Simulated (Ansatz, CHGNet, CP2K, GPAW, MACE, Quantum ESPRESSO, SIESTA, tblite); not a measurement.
**Running random rock-salt (Na, Li, K)Cl solid solution (64 atoms) with GPAW**

How do the settings of GPAW change the result for random rock-salt (Na, Li, K)Cl solid solution (64 atoms)? A plane-wave run serves as the yardstick.

Calculated with GPAW 26.7.0; the method is named at each step.

### Step 1. Set-up

The cell holds 64 atoms: 10 Na, 32 Cl, 11 Li and 11 K. Cell: a = 11.382 Å, b = 11.382 Å, c = 11.382 Å, α = 90.0°, β = 90.0°, γ = 90.0°. Rock-salt lattice (a = 5.691 Å, the mean of the end members), 2 x 2 x 2 cells, metal sites filled at random with 10 Na, 11 Li, 11 K; then minimised and run for 3 ps at 250 K (NVT) with a classical potential, last frame taken. Then every atom was moved at random, 0.05 Å r.m.s. a Cartesian component.

The yardstick, on the same geometry:

- method: Kohn-Sham DFT, PBE, PAW, plane waves (Ansatz 0.2.0); cutoff 420 eV, Γ point, fermi-dirac smearing of 0.05 eV; PAW set soft_2
- r.m.s. force component: 0.2478 eV/Å
- longest force: 0.924 eV/Å
- pressure: 2.117 GPa
- gap (highest filled to lowest empty level): 3.941 eV
- SCF cycles: 7
- time: 13 s on 4 threads of Arm Neoverse V1, shared host
- CPU time: 51 s

### Step 2. PBE, LCAO dzp, h 0.2 Å

Method: Kohn-Sham DFT, PBE, PAW, atomic orbitals (dzp).

run.py reads:

```python
import numpy as np
from ase.io import read
from gpaw import GPAW, FermiDirac

atoms = read("structure.xyz")
atoms.calc = GPAW(
    mode="lcao",
    basis="dzp",
    h=0.2,
    xc="PBE",
    kpts={"size": (1, 1, 1), "gamma": True},
    occupations=FermiDirac(0.05),
    maxiter=200,
    symmetry={"point_group": False},
    txt="gpaw.txt",
)
energy = atoms.get_potential_energy(force_consistent=True)
forces = atoms.get_forces()
print(f"energy {energy:.6f} eV")
print("forces (eV/A)")
for i, (a, f) in enumerate(zip(atoms, forces)):
    print(f"{i:4d} {a.symbol:2s} {f[0]:10.5f} {f[1]:10.5f} {f[2]:10.5f}")
print(f"Fermi level {atoms.calc.get_fermi_level():.4f} eV")
for k in range(len(atoms.calc.get_ibz_k_points())):
    for s in range(atoms.calc.get_number_of_spins()):
        e = atoms.calc.get_eigenvalues(kpt=k, spin=s)
        n = np.searchsorted(e, atoms.calc.get_fermi_level())
        print(f"k {k} spin {s} levels about the Fermi level:", np.round(e[max(n - 6, 0):n], 4).tolist(), "|", np.round(e[n:n + 6], 4).tolist())
```

structure.xyz reads:

```xyz
64
Lattice="11.38200 0.00000 0.00000 0.00000 11.38200 0.00000 0.00000 0.00000 11.38200" Properties=species:S:1:pos:R:3 pbc="T T T"
Na 11.19909 0.17301 11.37711
Cl 2.58599 0.16242 0.15730
Li 0.49000 3.01828 2.75262
Cl 2.96774 3.01930 2.87088
K 2.74249 11.22584 2.98516
Cl 11.01436 0.27863 2.74010
Na 3.01282 2.98425 11.37767
Cl 0.13454 2.94043 0.14136
Na 11.20387 0.30003 5.69624
Cl 2.89900 0.21751 5.78513
K 11.35468 3.06790 8.53570
Cl 3.03103 3.22270 8.58977
K 2.91243 0.02686 8.66102
Cl 11.10872 0.19133 8.49666
Li 3.06529 2.76230 5.45118
Cl 0.43320 2.94077 5.55669
Li 0.19452 5.63455 0.12657
Cl 2.73794 5.70819 0.20692
K 11.24758 8.59432 3.01407
Cl 2.81318 8.20824 2.82342
Li 3.07644 5.56261 2.84459
Cl 0.00672 5.39484 2.69401
Na 2.75240 8.49040 0.08832
Cl 0.07808 8.40925 0.10528
K 11.12249 5.90202 5.84067
Cl 2.89592 5.46564 5.45790
K 10.40736 8.63063 8.84734
Cl 3.24740 8.37419 8.85394
Li 3.03706 5.79014 9.03367
Cl 0.39257 5.98932 8.88046
K 2.82843 8.51931 5.84682
Cl 11.36584 8.96856 5.96792
K 5.71889 0.02299 0.07307
Cl 8.70780 10.70557 10.47918
Li 5.65594 2.99096 2.91607
Cl 8.15315 2.65815 2.24157
Na 8.38649 0.14592 3.23203
Cl 5.68349 0.31904 3.07473
Na 8.58521 2.97856 11.16517
Cl 5.52687 3.02295 11.21537
Na 5.76965 0.18336 5.74825
Cl 8.52535 0.15400 5.97031
Li 5.65424 3.11241 8.63279
Cl 8.29725 2.92700 8.50782
Li 8.46263 0.47349 8.46992
Cl 5.87300 0.26361 8.48187
Li 7.93086 2.54115 6.10940
Cl 5.34146 2.91812 5.79845
Na 5.57456 5.68667 0.10517
Cl 8.61891 5.79105 11.27615
K 5.72583 8.49837 2.93849
Cl 8.45831 8.03911 3.30886
Na 8.49177 5.24972 2.42585
Cl 5.62840 5.43900 2.73498
Na 8.52637 8.32343 0.63136
Cl 5.59425 8.44783 0.04189
[... 4 atom lines left out ...]
Li 8.07416 5.22366 9.01022
Cl 5.63944 5.71661 8.80705
Li 8.40606 9.08602 5.55396
Cl 5.80619 8.99440 5.83168
```

On the command line:

```
> OMP_NUM_THREADS=1 python run.py > output.txt
```

Output:

```text
energy -206.922335 eV
forces (eV/A)
   0 Na    0.18566   -0.10776   -0.08170
   1 Cl    0.05747   -0.20546   -0.18960
   2 Li   -0.11786    0.11622    0.22006
   3 Cl    0.13045   -0.12775   -0.10008
   4 K    -0.21243    0.22925   -0.08059
   5 Cl   -0.00368   -0.02665    0.19299
   6 Na   -0.65386   -0.05106    0.02848
   7 Cl   -0.35286    0.07798    0.17717
   8 Na    0.51424    0.20501    0.06397
   9 Cl   -0.03378    0.15906    0.03498
  10 K     0.40950    0.33310   -0.28240
  11 Cl    0.30199    0.01433    0.14321
  12 K    -0.31591    0.09835   -0.11749
  13 Cl   -0.07507   -0.07734   -0.05152
  14 Li   -0.67519    0.31526    0.10606
  15 Cl    0.15835   -0.53124   -0.35804
  16 Li    0.24633    0.07310   -0.04776
  17 Cl    0.12107   -0.00654    0.02599
  18 K     0.47657   -0.20822   -0.01782
  19 Cl    0.00954   -0.09709   -0.08572
  20 Li   -0.21203   -0.03923    0.22229
  21 Cl   -0.11121    0.14254   -0.34656
  22 Na    0.00666   -0.04258   -0.06605
  23 Cl   -0.31207    0.11937    0.40626
[...]
56 K    -0.05828    0.07967    0.00637
  57 Cl   -0.28465   -0.08220    0.04649
  58 K    -0.04254    0.03417   -0.21141
  59 Cl   -0.02090    0.16363    0.03581
  60 Li   -0.14276    0.64377   -0.40978
  61 Cl    0.18325   -0.58072    0.06370
  62 Li   -0.03567   -0.54972    0.29257
  63 Cl    0.45961   -0.17639   -0.28688
Fermi level 2.5623 eV
k 0 spin 0 levels about the Fermi level: [0.7003, 0.7919, 0.8714, 0.9661, 1.041, 1.1898] | [4.9081, 6.0764, 6.401, 6.6314, 6.7542, 6.8676]
```

gpaw.txt:

```text
Input parameters:
  mode=LCAO(),
  basis={'default': 'dzp'},
  h=0.2,
  kpts=MonkhorstPack(size=(1, 1, 1), gamma=True),
  maxiter=200,
  occupations=Occupations(name='fermi-dirac', width=0.05, fixmagmom=False),
  symmetry=Symmetry(point_group=False),
  xc=XC(name='PBE')
Unit cell  # Å
| periodic |         x |         y |         z |   lengths |    angles |
|----------|-----------|-----------|-----------|-----------|-----------|
|      yes | 11.382000 |  0.000000 |  0.000000 | 11.382000 | 90.000000 |
|      yes |  0.000000 | 11.382000 |  0.000000 | 11.382000 | 90.000000 |
|      yes |  0.000000 |  0.000000 | 11.382000 | 11.382000 | 90.000000 |
Number of symmetries: 1
Symmetry operations  # r_c * U_cc + t_c -> r_c
|   | kind |            matrix            |
|---|------|------------------------------|
| 0 |  E   |  1, 0, 0,  0, 1, 0,  0, 0, 1 |
BZ-sampling:
  Number of BZ points: 1
  Number of IBZ points: 1
  Monkhorst-Pack size: [1, 1, 1]
  Monkhorst-Pack shift: [0, 0, 0]
[... lines left out ...]
      Number of RI-basis functions 0
Reference energy: -628379.937065  # eV
eigensolver:
density mixing:
  MSR1-Mixer
occupation numbers:
  Fermi-Dirac:
    width: 0.0500  # eV
FastPoissonSolver using
    Stencil: 6*3+1=19 point O(h^6) finite-difference Laplacian
xc functional:
  name: PBE with 2 nearest neighbor stencil
interpolation: tri-quintic # 5. degree polynomial
Initialization done in: 11.533 s
convergence criteria:
- Maximum [total energy] change in last 3 cyles: 0.0005 eV / valence electron
- Maximum integral of absolute [dens]ity change: 0.0001 electrons / valence electron
- Maximum integral of absolute [eigenst]ate change: 4e-08 eV^2 / valence electron
maximum number of iterations: 200
SCF iterations
|iter     |      energy | eigst |  dens |
|---------|-------------|-------|-------|
|iter:   1| -207.943725 |      c|       |
|iter:   2| -207.659075 |      c| -1.42 |
|iter:   3| -206.834252 |      c| -1.45 |
|iter:   4| -206.916220 |      c| -1.99 |
|iter:   5| -206.922287c|      c| -2.58 |
|iter:   6| -206.922326c|      c| -3.48 |
|iter:   7| -206.922333c|      c| -3.99 |
|iter:   8| -206.922335c|      c| -4.45c|
Converged in 8 steps
SCF loop duration: 200.257 s (25.032 s/step)
Energy contributions relative to reference atoms: (reference = -628379.937065)
Energy contributions:
  Kinetic:         431.519220
  Coulomb:        -406.990933
  Zero:              4.531710
  External:          0.000000
  Xc:             -235.982332
  Entropy:          -0.000000
  Spinorbit:         0.000000
  ----------------------------
  Free energy:    -206.922335
  Extrapolated:   -206.922335
dipole moment: (50.416885, -279.526346, -138.265958)  # |e|*Ang
Fermi level: 2.562
Eigenvalues  # (at kpt = [0.000, 0.000, 0.000])
| band index |      eig [eV] | occ [0-2] |
|------------|---------------|-----------|
|          0 |       -27.704 |     2.000 |
|        ... |               |           |
|        194 |         0.589 |     2.000 |
|        195 |         0.664 |     2.000 |
[...]
|        209 |         7.312 |     0.000 |
|        ... |               |           |
|        246 |         9.661 |     0.000 |
Gap: 3.718 eV
Transition (v -> c):
  (s=0, k=0, n=201, [0.00, 0.00, 0.00]) -> (s=0, k=0, n=202, [0.00, 0.00, 0.00])
No difference between direct/indirect transitions
Force computation time: 64.338  # s
timing:  # [seconds]
  Total:  276.158  # ━━━━━━━━━━━━━━━━━━━━━━━━━━━━━━━━━━━━━━━━━━━━━━━━━━━━━━━━
  Init:    11.532  # ━━╸
  SCF:    200.257  # ━━━━━━━━━━━━━━━━━━━━━━━━━━━━━━━━━━━━━━━━╸
  Forces:  64.338  # ━━━━━━━━━━━━━
```

Wall time 4.6 min (1 thread of Arm Neoverse V1, shared host); peak memory 1.6 GiB.

Banners, paths, timers and routine set-up lines are dropped from the logs unmarked, and long logs keep their key lines alone; longer cuts are marked.

Numbers from this run, and their distance from the reference:

| Quantity | Value |
| --- | --- |
| r.m.s. force component | 0.2732 eV/Å |
| r.m.s. difference of force components | 41.89 meV/Å |
| longest difference of force vectors | 182.7 meV/Å |
| force difference over r.m.s. force | 16.91 % |
| slope of forces against the reference's | 1.093 |
| correlation of force components | 0.9918 |
| gap (highest filled to lowest empty level) | 3.718 eV |
| gap difference | -0.2231 eV |

Length of the force difference by element (eV/Å):

| element | atoms | mean | most |
| --- | --- | --- | --- |
| Cl | 32 | 0.079 | 0.18 |
| K | 11 | 0.059 | 0.085 |
| Li | 11 | 0.052 | 0.11 |
| Na | 10 | 0.035 | 0.066 |

Levels nearest the highest filled one (eV from it): -0.49, -0.40, -0.32, -0.22, -0.15, 0.00, 3.72, 4.89, 5.21, 5.44, 5.56, 5.68.

A closer look about K5, picked at random: 9 atoms, nearest first, numbered in the order of the input, with positions taken from that point.

| atom | x | y | z | distance (Å) | bonds | Fx | Fy | Fz (eV/Å) |
| --- | --- | --- | --- | --- | --- | --- | --- | --- |
| K5 | 0.00 | 0.00 | 0.00 | 0.00 | 6 | -0.21 | 0.23 | -0.08 |
| Cl10 | 0.16 | 0.37 | 2.80 | 2.83 | 6 | -0.03 | 0.16 | 0.03 |
| Cl2 | -0.16 | 0.32 | -2.83 | 2.85 | 6 | 0.06 | -0.21 | -0.19 |
| Cl38 | 2.94 | 0.48 | 0.09 | 2.98 | 6 | 0.37 | -0.14 | -0.09 |
| Cl20 | 0.07 | -3.02 | -0.16 | 3.02 | 6 | 0.01 | -0.10 | -0.09 |
| Cl6 | -3.11 | 0.43 | -0.25 | 3.15 | 6 | 0.00 | -0.03 | 0.19 |
| Cl4 | 0.23 | 3.18 | -0.11 | 3.19 | 6 | 0.13 | -0.13 | -0.10 |
| Li15 | 0.32 | 2.92 | 2.47 | 3.83 | 5 | -0.68 | 0.32 | 0.11 |
| K19 | -2.88 | -2.63 | 0.03 | 3.90 | 6 | 0.48 | -0.21 | -0.02 |

Atoms are counted from 1 here, from 0 in the log.

Forces lie 17 % from the reference's, at 5.4 times its CPU time (on 1 against 4 cores).

### Step 3. PBE, LCAO dzp, h 0.16 Å

Method: Kohn-Sham DFT, PBE, PAW, atomic orbitals (dzp).

run.py, as its differences from that of step 2:

```diff
@@ -8,3 +8,3 @@
     basis="dzp",
-    h=0.2,
+    h=0.16,
     xc="PBE",
```

structure.xyz is that of step 2.

Output:

```text
energy -208.833796 eV
forces (eV/A)
   0 Na    0.18581   -0.10726   -0.08308
   1 Cl    0.05761   -0.17488   -0.17033
   2 Li   -0.12429    0.11840    0.22950
   3 Cl    0.09912   -0.09948   -0.09677
   4 K    -0.22193    0.22814   -0.08784
   5 Cl   -0.07716   -0.04083    0.23518
[...]
61 Cl    0.17011   -0.62878    0.02946
  62 Li   -0.03820   -0.55841    0.29580
  63 Cl    0.47623   -0.21304   -0.27186
Fermi level 2.5608 eV
k 0 spin 0 levels about the Fermi level: [0.7, 0.7918, 0.871, 0.9659, 1.0411, 1.1897] | [4.9078, 6.0762, 6.4005, 6.6311, 6.7541, 6.867]
```

gpaw.txt:

```text
Input parameters:
  mode=LCAO(),
  basis={'default': 'dzp'},
  h=0.16,
  kpts=MonkhorstPack(size=(1, 1, 1), gamma=True),
  maxiter=200,
  occupations=Occupations(name='fermi-dirac', width=0.05, fixmagmom=False),
[... lines left out ...]
  Fermi-Dirac:
[... lines left out ...]
convergence criteria:
- Maximum [total energy] change in last 3 cyles: 0.0005 eV / valence electron
[... lines left out ...]
Converged in 8 steps
[... lines left out ...]
  Free energy:    -208.833796
[... lines left out ...]
Fermi level: 2.561
[... lines left out ...]
|        ... |               |           |
|        246 |         9.661 |     0.000 |
Gap: 3.718 eV
Transition (v -> c):
  (s=0, k=0, n=201, [0.00, 0.00, 0.00]) -> (s=0, k=0, n=202, [0.00, 0.00, 0.00])
No difference between direct/indirect transitions
Force computation time: 133.613  # s
timing:  # [seconds]
  Total:  561.763  # ━━━━━━━━━━━━━━━━━━━━━━━━━━━━━━━━━━━━━━━━━━━━━━━━━━━━━━━━
  Init:    16.583  # ━╸
  SCF:    411.531  # ━━━━━━━━━━━━━━━━━━━━━━━━━━━━━━━━━━━━━━━━━
  Forces: 133.613  # ━━━━━━━━━━━━━╸
```

Wall time 9.4 min (1 thread); peak memory 3.2 GiB.

Against the reference:

| Quantity | Value |
| --- | --- |
| r.m.s. force component | 0.2732 eV/Å |
| r.m.s. difference of force components | 40.61 meV/Å |
| longest difference of force vectors | 148.6 meV/Å |
| force difference over r.m.s. force | 16.39 % |
| slope of forces against the reference's | 1.094 |
| correlation of force components | 0.9926 |
| gap (highest filled to lowest empty level) | 3.718 eV |
| gap difference | -0.2233 eV |
| energy less the same-level run's | -29.87 meV/atom |
| r.m.s. force difference from the same-level run | 18.77 meV/Å |

Against the first run (17 %), the force difference from the reference is 16 %, at 2.0 times the CPU time.

### Step 4. LDA, LCAO dzp, h 0.2 Å

Method: Kohn-Sham DFT, LDA, PAW, atomic orbitals (dzp).

run.py, as its differences from that of step 3:

```diff
@@ -8,4 +8,4 @@
     basis="dzp",
-    h=0.16,
-    xc="PBE",
+    h=0.2,
+    xc="LDA",
     kpts={"size": (1, 1, 1), "gamma": True},
```

structure.xyz is that of step 3.

Output:

```text
energy -227.820953 eV
forces (eV/A)
   0 Na    0.19223   -0.08976   -0.07976
   1 Cl    0.07609   -0.17958   -0.17310
   2 Li   -0.10695    0.11933    0.21322
   3 Cl    0.12539   -0.12642   -0.09429
   4 K    -0.16657    0.23884   -0.08321
   5 Cl    0.02637   -0.07640    0.18429
[...]
61 Cl    0.21610   -0.50020    0.08174
  62 Li   -0.03912   -0.53730    0.28016
  63 Cl    0.42482   -0.16802   -0.27530
Fermi level 2.2792 eV
k 0 spin 0 levels about the Fermi level: [0.4242, 0.501, 0.5848, 0.6743, 0.7643, 0.9085] | [4.3166, 5.5128, 5.8346, 6.0448, 6.1773, 6.2754]
```

gpaw.txt:

```text
Input parameters:
  mode=LCAO(),
  basis={'default': 'dzp'},
  h=0.2,
  kpts=MonkhorstPack(size=(1, 1, 1), gamma=True),
  maxiter=200,
  occupations=Occupations(name='fermi-dirac', width=0.05, fixmagmom=False),
[... lines left out ...]
  Fermi-Dirac:
[... lines left out ...]
convergence criteria:
- Maximum [total energy] change in last 3 cyles: 0.0005 eV / valence electron
[... lines left out ...]
Converged in 7 steps
[... lines left out ...]
  Free energy:    -227.820953
[... lines left out ...]
Fermi level: 2.279
[... lines left out ...]
|        ... |               |           |
|        246 |         9.066 |     0.000 |
Gap: 3.408 eV
Transition (v -> c):
  (s=0, k=0, n=201, [0.00, 0.00, 0.00]) -> (s=0, k=0, n=202, [0.00, 0.00, 0.00])
No difference between direct/indirect transitions
Force computation time: 64.952  # s
timing:  # [seconds]
  Total:  241.245  # ━━━━━━━━━━━━━━━━━━━━━━━━━━━━━━━━━━━━━━━━━━━━━━━━━━━━━━━━
  Init:     9.483  # ━━
  SCF:    166.774  # ━━━━━━━━━━━━━━━━━━━━━━━━━━━━━━━━━━━━━━╸
  Forces:  64.952  # ━━━━━━━━━━━━━━━
```

Elapsed: 4 min, on 1 thread; peak memory 1.6 GiB.

Compared with the plane-wave run:

- r.m.s. force component: 0.2546 eV/Å
- r.m.s. difference of force components: 38.55 meV/Å
- longest difference of force vectors: 136.4 meV/Å
- force difference over r.m.s. force: 15.56 %
- slope of forces against the reference's: 1.016
- correlation of force components: 0.9886
- gap (highest filled to lowest empty level): 3.408 eV
- gap difference: -0.5333 eV

Against the first run (17 %), the force difference from the reference is 16 %, at 0.87 times the CPU time; the model has changed, so this is no error of the program alone.

### Step 5. All runs compared

Differences are against the plane-wave reference, forces as r.m.s. over components; share is that over the reference's r.m.s. force, slope the least-squares factor from reference forces to these. Total energies of different programs have different zeros and aren't compared.

| run | Δ force, r.m.s. (meV/Å) | share (%) | slope | Δ gap (eV) | cores | CPU time | memory (GiB) |
| --- | --- | --- | --- | --- | --- | --- | --- |
| reference | - | - | - | - | 4 | 51 s | 1.5 |
| GPAW PBE, LCAO dzp, h 0.2 Å | 41.9 | 16.9 | 1.093 | -0.223 | 1 | 4.6 min | 1.6 |
| GPAW PBE, LCAO dzp, h 0.16 Å | 40.6 | 16.4 | 1.094 | -0.223 | 1 | 9.4 min | 3.2 |
| GPAW LDA, LCAO dzp, h 0.2 Å | 38.5 | 15.6 | 1.016 | -0.533 | 1 | 4 min | 1.6 |

CPU time is summed over cores on a shared host, where runs went side by side, so it is rough. Symmetry, cutoffs, thresholds, outputs and thread counts weren't matched or tuned between programs; memory under MPI is the largest rank's times the ranks.

Within one program, basis, potentials and functional, energies share a zero. Each run against its twin at the usual cutoff or grid and solver:

| run | twin | Δ energy (meV/atom) | Δ force, r.m.s. (meV/Å) | CPU time over the twin's |
| --- | --- | --- | --- | --- |
| GPAW PBE, LCAO dzp, h 0.16 Å | LCAO dzp, h 0.2 Å | -29.9 | 18.8 | 2.0 |

A second geometry, displaced anew (every atom was moved at random, 0.04 Å r.m.s. a Cartesian component), gives an energy difference that all programs can be tested on. The reference puts it at -5.061 meV/atom.

| run | energy less the first geometry's (meV/atom) | error (meV/atom) | force share at the second geometry (%) |
| --- | --- | --- | --- |
| GPAW PBE, LCAO dzp, h 0.2 Å | -5.244 | -0.182 | 19.3 |
| GPAW PBE, LCAO dzp, h 0.16 Å | -5.290 | -0.228 | 18.5 |
| GPAW LDA, LCAO dzp, h 0.2 Å | -5.341 | -0.280 | 17.4 |

### Step 6. Outcome

| Quantity | Value |
| --- | --- |
| nearest in forces | a tie at 16 % of 2 runs: GPAW PBE, LCAO dzp, h 0.16 Å; GPAW LDA, LCAO dzp, h 0.2 Å |

The PBE runs in local orbitals differ by 16 % (GPAW PBE, LCAO dzp, h 0.16 Å) to 17 % (GPAW PBE, LCAO dzp, h 0.2 Å); basis, grid and potentials can all enter. Rows with another functional or a dispersion term differ by 16 % (GPAW LDA, LCAO dzp, h 0.2 Å), which mixes the change of model with differences of basis and potentials. None of the electronic-structure runs in the table takes under half the reference's CPU time of 51 s; they take 4.8 to 11 times as much. At the same functional, the gap of these runs lies 0.22 eV below the reference's 3.94 eV. These are spacings on the run's k-points, which needn't hold the band edges. The energy difference between the two geometries, -5.06 meV/atom in the reference, is met best by GPAW PBE, LCAO dzp, h 0.2 Å (-0.182) and worst by GPAW LDA, LCAO dzp, h 0.2 Å (-0.28). The potentials hold different valence shells: 446 electrons in the reference, 404 in GPAW; this bears on time and differences. The host structure and its lattice constant were typed by rule, without a check against the phase diagram. The reference's pressure of 2.1 GPa belongs to a cell and atoms that aren't relaxed at this level. The electronic-structure runs sample only Γ, in a cell whose shortest periodic width is 11 Å.

[Also dropped from logs without a mark: logging warnings of Python, and SIESTA's first energy breakdown and zero terms.]

[Logs are printed without paths, hosts, clocks, repeated set-up lines and the standing remarks that a program may print on its own settings, such as how far it seeks lower states.]

[Hosts, paths, dates, database ids (printed as entryN), source tags and the programs' standing remarks are cut or masked in the printed files.]
